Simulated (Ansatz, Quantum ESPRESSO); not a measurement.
**CaBe3 (Pm-3m): zone-centre phonons**

Which modes does CaBe3 (Pm-3m) have at the zone centre?

Method: DFT PBEsol, scalar-relativistic, plane waves, PseudoDojo norm-conserving pseudopotentials, in Quantum ESPRESSO 7.5.

The structure was built from a prototype and need not be the compound's stable phase.

**1. Set-up**

The structure is cubic, space group Pm-3m (No. 221). The conventional cell has a = 3.987 Å, b = 3.987 Å, c = 3.987 Å, α = 90.00°, β = 90.00°, γ = 90.00°. Nearest to Ca lie 12 Be at 2.82 Å. Nearest to Be lie 4 Ca at 2.82 Å and 8 Be at 2.82 Å. Farther neighbours are not listed.

**2. A probe with smearing**

Before anything dear is run, a loose run with smearing shows whether this is a metal and how far the cell is from rest.

Contents of probe.in:

```
&CONTROL
  calculation = 'scf'
  prefix      = 'x'
  outdir      = './tmp'
  pseudo_dir  = './pseudo'
  tprnfor     = .true.
  tstress     = .true.
  verbosity   = 'high'
/
&SYSTEM
  ibrav       = 0
  nat         = 4
  ntyp        = 2
  ecutwfc     = 76.0
  occupations = 'smearing'
  smearing    = 'gaussian'
  degauss     = 0.01
/
&ELECTRONS
  conv_thr         = 1.0d-07
  mixing_beta      = 0.7
  electron_maxstep = 100
/
ATOMIC_SPECIES
 Ca     40.0780  Ca.upf
 Be      9.0122  Be.upf
CELL_PARAMETERS angstrom
     3.986621970    0.000000000    0.000000000
     0.000000000    3.986621970    0.000000000
     0.000000000    0.000000000    3.986621970
ATOMIC_POSITIONS crystal
 Ca     0.000000000   0.000000000   0.000000000
 Be     0.000000000   0.500000000   0.500000000
 Be     0.500000000   0.000000000   0.500000000
 Be     0.500000000   0.500000000   0.000000000
K_POINTS automatic
 4 4 4 0 0 0
```

Started as:

```sh
$ OMP_NUM_THREADS=1 mpirun -n 4 pw.x -nk 4 -in probe.in > probe.out
```

Output:

```text
[banners, grids, parts of the stress and lines that vanish by symmetry left out]
Program PWSCF v.7.5
     Message from routine setup:
     using ibrav=0 with symmetry is DISCOURAGED, use correct ibrav instead
[...]
kinetic-energy cutoff     =      76.0000  Ry
     charge density cutoff     =     304.0000  Ry
     scf convergence threshold =      1.0E-07
[...]
Exchange-correlation= PBESOL
                           (   1   4  10   8   0   0   0)
[...]
48 Sym. Ops., with inversion, found
[...]
(     0          1          0      )
                  (     0          0          1      )
[...]
(  0.0000000  1.0000000  0.0000000 )
                  (  0.0000000  0.0000000  1.0000000 )
[...]
(     0         -1          0      )
                  (     0          0          1      )
[...]
( -1.0000000  0.0000000  0.0000000 )
                  (  0.0000000  1.0000000  0.0000000 )
[...]
number of k points=    10  Gaussian smearing, width (Ry)=  0.0100
[...]
c_bands:  1 eigenvalues not converged
[...]
End of self-consistent calculation
[...]
the Fermi energy is     6.0938 ev
!    total energy              =    -160.34787401 Ry
[...]
convergence has been achieved in   6 iterations
[...]
atom    1 type  1   force =     0.00000000    0.00000000    0.00000000
     atom    2 type  2   force =     0.00000000    0.00000000    0.00000000
     atom    3 type  2   force =     0.00000000    0.00000000    0.00000000
     atom    4 type  2   force =     0.00000000    0.00000000    0.00000000
[...]
Total force =     0.000000     Total SCF correction =     0.000000
[...]
total   stress  (Ry/bohr**3)                   (kbar)     P=      -22.81
[...]
XML data file, charge density, pseudopotentials, collected wavefunctions

   JOB DONE.
```

Wall time 3.6 s (4 MPI ranks of Arm Neoverse V2, shared host).

This step gave:

* volume per atom: 15.84 Å³
* pressure: -2.281 GPa
* gap on the k-mesh: 0 eV

No gap opens on this mesh, so smearing is kept; the start stands at -2.3 GPa.

**3. Relaxation**

Frequencies change by per cents with a per cent of volume, so the structure is first brought to rest at this level of theory.

Contents of relax.in:

```
&CONTROL
  calculation   = 'vc-relax'
  prefix        = 'x'
  outdir        = './tmp'
  pseudo_dir    = './pseudo'
  tprnfor       = .true.
  tstress       = .true.
  forc_conv_thr = 2.0d-05
  etot_conv_thr = 1.0d-07
  nstep         = 40
/
&SYSTEM
  ibrav       = 0
  nat         = 4
  ntyp        = 2
  ecutwfc     = 76.0
  occupations = 'smearing'
  smearing    = 'mv'
  degauss     = 0.02
/
&ELECTRONS
  conv_thr         = 1.0d-11
  mixing_beta      = 0.7
  electron_maxstep = 100
/
&IONS
/
&CELL
  press_conv_thr = 0.2
/
ATOMIC_SPECIES
 Ca     40.0780  Ca.upf
 Be      9.0122  Be.upf
CELL_PARAMETERS angstrom
     3.986621970    0.000000000    0.000000000
     0.000000000    3.986621970    0.000000000
     0.000000000    0.000000000    3.986621970
ATOMIC_POSITIONS crystal
 Ca     0.000000000   0.000000000   0.000000000
 Be     0.000000000   0.500000000   0.500000000
 Be     0.500000000   0.000000000   0.500000000
 Be     0.500000000   0.500000000   0.000000000
K_POINTS automatic
 8 8 8 0 0 0
```

Started as:

```sh
$ OMP_NUM_THREADS=1 mpirun -n 4 pw.x -nk 4 -in relax.in > relax.out
```

Output:

```text
[banners, grids, parts of the stress and lines that vanish by symmetry left out]
[banner, memory and clock lines left out]
Program PWSCF v.7.5

[...]
kinetic-energy cutoff     =      76.0000  Ry
     charge density cutoff     =     304.0000  Ry
     scf convergence threshold =      1.0E-11
[...]
energy convergence thresh.=      1.0E-07
     force convergence thresh. =      2.0E-05
     press convergence thresh. =      2.0E-01
     Exchange-correlation= PBESOL
                           (   1   4  10   8   0   0   0)
[...]
48 Sym. Ops., with inversion, found
[...]
number of k points=    35  Marzari-Vanderbilt smearing, width (Ry)=  0.0200
[...]
End of self-consistent calculation
[...]
the Fermi energy is     5.8463 ev
!    total energy              =    -160.34958779 Ry
[...]
convergence has been achieved in   9 iterations
[...]
atom    1 type  1   force =     0.00000000    0.00000000    0.00000000
     atom    2 type  2   force =     0.00000000    0.00000000    0.00000000
     atom    3 type  2   force =     0.00000000    0.00000000    0.00000000
     atom    4 type  2   force =     0.00000000    0.00000000    0.00000000
     Total force =     0.000000     Total SCF correction =     0.000000
[...]
total   stress  (Ry/bohr**3)                   (kbar)     P=      -22.39
[...]
number of bfgs steps    =   0
[...]
CELL_PARAMETERS (angstrom)
[...]
ATOMIC_POSITIONS (crystal)
Ca               0.0000000000        0.0000000000        0.0000000000
Be               0.0000000000        0.5000000000        0.5000000000
Be               0.5000000000        0.0000000000        0.5000000000
Be               0.5000000000        0.5000000000        0.0000000000
[...]
New effective cutoffs (rho, wfc):  306.30   76.57
[...]
End of self-consistent calculation
[...]
the Fermi energy is     5.9357 ev
!    total energy              =    -160.35021270 Ry
[...]
convergence has been achieved in   6 iterations
[...]
atom    1 type  1   force =     0.00000000    0.00000000    0.00000000
     atom    2 type  2   force =     0.00000000    0.00000000    0.00000000
     atom    3 type  2   force =     0.00000000    0.00000000    0.00000000
     atom    4 type  2   force =     0.00000000    0.00000000    0.00000000
     Total force =     0.000000     Total SCF correction =     0.000000
[...]
total   stress  (Ry/bohr**3)                   (kbar)     P=      -15.38
[...]
number of bfgs steps    =   1
[...]
CELL_PARAMETERS (angstrom)
[...]
ATOMIC_POSITIONS (crystal)
[...]
New effective cutoffs (rho, wfc):  309.84   77.46
[...]
End of self-consistent calculation
[...]
the Fermi energy is     6.0720 ev
!    total energy              =    -160.35070137 Ry
[...]
convergence has been achieved in   7 iterations
[...]
atom    1 type  1   force =     0.00000000    0.00000000    0.00000000
     atom    2 type  2   force =     0.00000000    0.00000000    0.00000000
     atom    3 type  2   force =     0.00000000    0.00000000    0.00000000
     atom    4 type  2   force =     0.00000000    0.00000000    0.00000000
     Total force =     0.000000     Total SCF correction =     0.000000
[...]
total   stress  (Ry/bohr**3)                   (kbar)     P=       -4.41
[...]
number of bfgs steps    =   2
[...]
CELL_PARAMETERS (angstrom)
[...]
ATOMIC_POSITIONS (crystal)
[...]
New effective cutoffs (rho, wfc):  311.26   77.81
[...]
End of self-consistent calculation
[...]
the Fermi energy is     6.1266 ev
!    total energy              =    -160.35074318 Ry
[...]
convergence has been achieved in   6 iterations
[...]
atom    1 type  1   force =     0.00000000    0.00000000    0.00000000
     atom    2 type  2   force =     0.00000000    0.00000000    0.00000000
     atom    3 type  2   force =     0.00000000    0.00000000    0.00000000
     atom    4 type  2   force =     0.00000000    0.00000000    0.00000000
     Total force =     0.000000     Total SCF correction =     0.000000
[...]
total   stress  (Ry/bohr**3)                   (kbar)     P=        0.09
[...]
number of bfgs steps    =   3
[...]
CELL_PARAMETERS (angstrom)
[...]
ATOMIC_POSITIONS (crystal)
[...]
New effective cutoffs (rho, wfc):  311.23   77.81
[...]
End of self-consistent calculation
[...]
the Fermi energy is     6.1255 ev
!    total energy              =    -160.35074320 Ry
[...]
convergence has been achieved in   4 iterations
[...]
atom    1 type  1   force =     0.00000000    0.00000000    0.00000000
     atom    2 type  2   force =     0.00000000    0.00000000    0.00000000
     atom    3 type  2   force =     0.00000000    0.00000000    0.00000000
     atom    4 type  2   force =     0.00000000    0.00000000    0.00000000
     Total force =     0.000000     Total SCF correction =     0.000000
[...]
total   stress  (Ry/bohr**3)                   (kbar)     P=       -0.00
[...]
bfgs converged in   5 scf cycles and   4 bfgs steps
[...]
End of BFGS Geometry Optimization
     Final enthalpy           =    -160.3507431956 Ry
     File ./tmp/x.bfgs deleted, as requested
[...]
CELL_PARAMETERS (angstrom)
[...]
ATOMIC_POSITIONS (crystal)
[...]
Be               0.5000000000        0.0000000000        0.5000000000
Be               0.5000000000        0.5000000000        0.0000000000
[...]
Final scf calculation at the relaxed structure.
[...]
kinetic-energy cutoff     =      76.0000  Ry
     charge density cutoff     =     304.0000  Ry
     scf convergence threshold =      1.0E-13
[...]
press convergence thresh. =      2.0E-01
     Exchange-correlation= PBESOL
                           (   1   4  10   8   0   0   0)
[...]
48 Sym. Ops., with inversion, found
[...]
number of k points=    35  Marzari-Vanderbilt smearing, width (Ry)=  0.0200
[...]
c_bands:  1 eigenvalues not converged
     c_bands:  1 eigenvalues not converged
     c_bands:  1 eigenvalues not converged
     c_bands:  2 eigenvalues not converged
     c_bands:  2 eigenvalues not converged
     c_bands:  2 eigenvalues not converged
     c_bands:  4 eigenvalues not converged
     c_bands:  1 eigenvalues not converged
[...]
End of self-consistent calculation
[...]
the Fermi energy is     6.1256 ev
!    total energy              =    -160.35018749 Ry
[...]
convergence has been achieved in  11 iterations
[...]
atom    1 type  1   force =     0.00000000    0.00000000    0.00000000
     atom    2 type  2   force =     0.00000000    0.00000000    0.00000000
     atom    3 type  2   force =     0.00000000    0.00000000    0.00000000
     atom    4 type  2   force =     0.00000000    0.00000000    0.00000000
     Total force =     0.000000     Total SCF correction =     0.000000
[...]
total   stress  (Ry/bohr**3)                   (kbar)     P=       -2.31
[...]
XML data file, charge density, pseudopotentials, collected wavefunctions
```

It took 48 s on 4 MPI ranks.

Step by step:

```csv
step,energy less that of the first step (eV),largest force (eV/Å),pressure (GPa),volume (Å³)
1,0.0000,0.0000,-2.24,63.36
2,-0.0085,0.0000,-1.54,62.64
3,-0.0152,0.0000,-0.44,61.57
4,-0.0157,0.0000,0.01,61.15
5,-0.0157,0.0000,0.00,61.16
6,-0.0082,0.0000,-0.23,61.16
```

```csv
"conventional cell, symmetrised",before,after,change
a (Å),3.987,3.940,-1.2 %
b (Å),3.987,3.940,-1.2 %
c (Å),3.987,3.940,-1.2 %
volume (Å³/atom),15.84,15.29,-3.5 %
```

Final coordinates:

```xyz
4
Lattice="3.9399 0.0000 0.0000 0.0000 3.9399 0.0000 0.0000 0.0000 3.9399" Properties=species:S:1:pos:R:3 pbc="T T T"
Ca    0.0000    0.0000    0.0000
Be    0.0000    1.9699    1.9699
Be    1.9699    0.0000    1.9699
Be    1.9699    1.9699    0.0000
```

The last row of the table of steps is pw.x's closing run on a basis chosen anew for the final cell, so its energy can jump.

Read from the output:

- volume per atom: 15.29 Å³
- pressure: -0.231 GPa

The volume changes by -3.5 % from the cell with which this run began.

**4. Relaxing the cell and atoms**

A variable-cell run keeps the plane waves of its start, so its end shows a stress on a fresh basis; a second run from that cell removes it.

Changes to relax.in since step 3:

```diff
@@ -34,5 +34,5 @@
 CELL_PARAMETERS angstrom
-     3.986621970    0.000000000    0.000000000
-     0.000000000    3.986621970    0.000000000
-     0.000000000    0.000000000    3.986621970
+     3.939878676    0.000000000    0.000000000
+     0.000000000    3.939878676    0.000000000
+     0.000000000    0.000000000    3.939878676
 ATOMIC_POSITIONS crystal
```

Output:

```text
[banners, grids, parts of the stress and lines that vanish by symmetry left out]
[banner, memory and clock lines left out]
Program PWSCF v.7.5

[...]
kinetic-energy cutoff     =      76.0000  Ry
     charge density cutoff     =     304.0000  Ry
     scf convergence threshold =      1.0E-11
[...]
energy convergence thresh.=      1.0E-07
     force convergence thresh. =      2.0E-05
     press convergence thresh. =      2.0E-01
     Exchange-correlation= PBESOL
                           (   1   4  10   8   0   0   0)
[...]
48 Sym. Ops., with inversion, found
[...]
number of k points=    35  Marzari-Vanderbilt smearing, width (Ry)=  0.0200
[...]
End of self-consistent calculation
[...]
the Fermi energy is     6.1256 ev
!    total energy              =    -160.35018749 Ry
[...]
convergence has been achieved in   9 iterations
[...]
atom    1 type  1   force =     0.00000000    0.00000000    0.00000000
     atom    2 type  2   force =     0.00000000    0.00000000    0.00000000
     atom    3 type  2   force =     0.00000000    0.00000000    0.00000000
     atom    4 type  2   force =     0.00000000    0.00000000    0.00000000
     Total force =     0.000000     Total SCF correction =     0.000000
[...]
total   stress  (Ry/bohr**3)                   (kbar)     P=       -2.31
[...]
number of bfgs steps    =   0
[...]
CELL_PARAMETERS (angstrom)
[...]
ATOMIC_POSITIONS (crystal)
Ca               0.0000000000        0.0000000000        0.0000000000
Be               0.0000000000        0.5000000000        0.5000000000
Be               0.5000000000        0.0000000000        0.5000000000
Be               0.5000000000        0.5000000000        0.0000000000
[...]
New effective cutoffs (rho, wfc):  303.63   76.05
[...]
End of self-consistent calculation
[...]
the Fermi energy is     6.1350 ev
!    total energy              =    -160.35019381 Ry
[...]
convergence has been achieved in   4 iterations
[...]
atom    1 type  1   force =     0.00000000    0.00000000    0.00000000
     atom    2 type  2   force =     0.00000000    0.00000000    0.00000000
     atom    3 type  2   force =     0.00000000    0.00000000    0.00000000
     atom    4 type  2   force =     0.00000000    0.00000000    0.00000000
     Total force =     0.000000     Total SCF correction =     0.000000
[...]
total   stress  (Ry/bohr**3)                   (kbar)     P=       -1.51
[...]
number of bfgs steps    =   1
[...]
CELL_PARAMETERS (angstrom)
[...]
ATOMIC_POSITIONS (crystal)
[...]
New effective cutoffs (rho, wfc):  303.99   76.14
[...]
End of self-consistent calculation
[...]
the Fermi energy is     6.1492 ev
!    total energy              =    -160.35019828 Ry
[...]
convergence has been achieved in   6 iterations
[...]
atom    1 type  1   force =     0.00000000    0.00000000    0.00000000
     atom    2 type  2   force =     0.00000000    0.00000000    0.00000000
     atom    3 type  2   force =     0.00000000    0.00000000    0.00000000
     atom    4 type  2   force =     0.00000000    0.00000000    0.00000000
     Total force =     0.000000     Total SCF correction =     0.000000
[...]
total   stress  (Ry/bohr**3)                   (kbar)     P=       -0.29
[...]
number of bfgs steps    =   2
[...]
CELL_PARAMETERS (angstrom)
[...]
ATOMIC_POSITIONS (crystal)
[...]
New effective cutoffs (rho, wfc):  304.08   76.16
[...]
End of self-consistent calculation
[...]
the Fermi energy is     6.1526 ev
!    total energy              =    -160.35019845 Ry
[...]
convergence has been achieved in   5 iterations
[...]
atom    1 type  1   force =     0.00000000    0.00000000    0.00000000
     atom    2 type  2   force =     0.00000000    0.00000000    0.00000000
     atom    3 type  2   force =     0.00000000    0.00000000    0.00000000
     atom    4 type  2   force =     0.00000000    0.00000000    0.00000000
     Total force =     0.000000     Total SCF correction =     0.000000
[...]
total   stress  (Ry/bohr**3)                   (kbar)     P=        0.00
[...]
number of bfgs steps    =   3
[...]
small trust_radius: resetting bfgs history
[...]
CELL_PARAMETERS (angstrom)
[...]
ATOMIC_POSITIONS (crystal)
[...]
New effective cutoffs (rho, wfc):  304.08   76.16
[...]
End of self-consistent calculation
[...]
the Fermi energy is     6.1526 ev
!    total energy              =    -160.35019845 Ry
[...]
convergence has been achieved in   1 iterations
[...]
atom    1 type  1   force =     0.00000000    0.00000000    0.00000000
     atom    2 type  2   force =     0.00000000    0.00000000    0.00000000
     atom    3 type  2   force =     0.00000000    0.00000000    0.00000000
     atom    4 type  2   force =     0.00000000    0.00000000    0.00000000
     Total force =     0.000000     Total SCF correction =     0.000000
[...]
total   stress  (Ry/bohr**3)                   (kbar)     P=        0.00
[...]
bfgs converged in   5 scf cycles and   4 bfgs steps
[...]
End of BFGS Geometry Optimization
     Final enthalpy           =    -160.3501984518 Ry
     File ./tmp/x.bfgs deleted, as requested
[...]
CELL_PARAMETERS (angstrom)
[...]
ATOMIC_POSITIONS (crystal)
[...]
Be               0.5000000000        0.0000000000        0.5000000000
Be               0.5000000000        0.5000000000        0.0000000000
[...]
Final scf calculation at the relaxed structure.
[...]
kinetic-energy cutoff     =      76.0000  Ry
     charge density cutoff     =     304.0000  Ry
     scf convergence threshold =      1.0E-13
[...]
press convergence thresh. =      2.0E-01
     Exchange-correlation= PBESOL
                           (   1   4  10   8   0   0   0)
[...]
48 Sym. Ops., with inversion, found
[...]
number of k points=    35  Marzari-Vanderbilt smearing, width (Ry)=  0.0200
[...]
c_bands:  1 eigenvalues not converged
     c_bands:  1 eigenvalues not converged
     c_bands:  1 eigenvalues not converged
     c_bands:  2 eigenvalues not converged
     c_bands:  2 eigenvalues not converged
     c_bands:  2 eigenvalues not converged
     c_bands:  4 eigenvalues not converged
     c_bands:  2 eigenvalues not converged
[...]
End of self-consistent calculation
[...]
the Fermi energy is     6.1526 ev
!    total energy              =    -160.35013924 Ry
[...]
convergence has been achieved in  10 iterations
[...]
atom    1 type  1   force =     0.00000000    0.00000000    0.00000000
     atom    2 type  2   force =     0.00000000    0.00000000    0.00000000
     atom    3 type  2   force =     0.00000000    0.00000000    0.00000000
     atom    4 type  2   force =     0.00000000    0.00000000    0.00000000
     Total force =     0.000000     Total SCF correction =     0.000000
[...]
total   stress  (Ry/bohr**3)                   (kbar)     P=       -0.24
[...]
XML data file, charge density, pseudopotentials, collected wavefunctions
```

Run time: 41 s. Hardware: 4 MPI ranks; 2.7 min of CPU time.

Relaxation path:

```csv
step,energy less that of the first step (eV),largest force (eV/Å),pressure (GPa),volume (Å³)
1,0.0000,0.0000,-0.23,61.16
2,-0.0001,0.0000,-0.15,61.09
3,-0.0001,0.0000,-0.03,60.98
4,-0.0001,0.0000,0.00,60.95
5,-0.0001,0.0000,0.00,60.95
6,0.0007,0.0000,-0.02,60.95
```

```csv
"conventional cell, symmetrised",before,after,change
a (Å),3.940,3.935,-0.1 %
b (Å),3.940,3.935,-0.1 %
c (Å),3.940,3.935,-0.1 %
volume (Å³/atom),15.29,15.24,-0.3 %
```

The last row of the table of steps is pw.x's closing run on a basis chosen anew for the final cell, so its energy can jump.

Numbers from this step:

| Property | Result |
| --- | --- |
| volume per atom | 15.24 Å³ |
| pressure | -0.02400 GPa |

The volume changes by -0.3 % from the cell with which this run began.

(Continued in part 2 of 3.)

[Host names and launcher messages were left out of these logs when they were recorded.]

[Logs are printed without paths, hosts, clocks, repeated set-up lines and the standing remarks that a program may print on its own settings, such as how far it seeks lower states.]

[Hosts, paths, dates, database ids (printed as entryN), source tags and the programs' standing remarks are cut or masked in the printed files.]
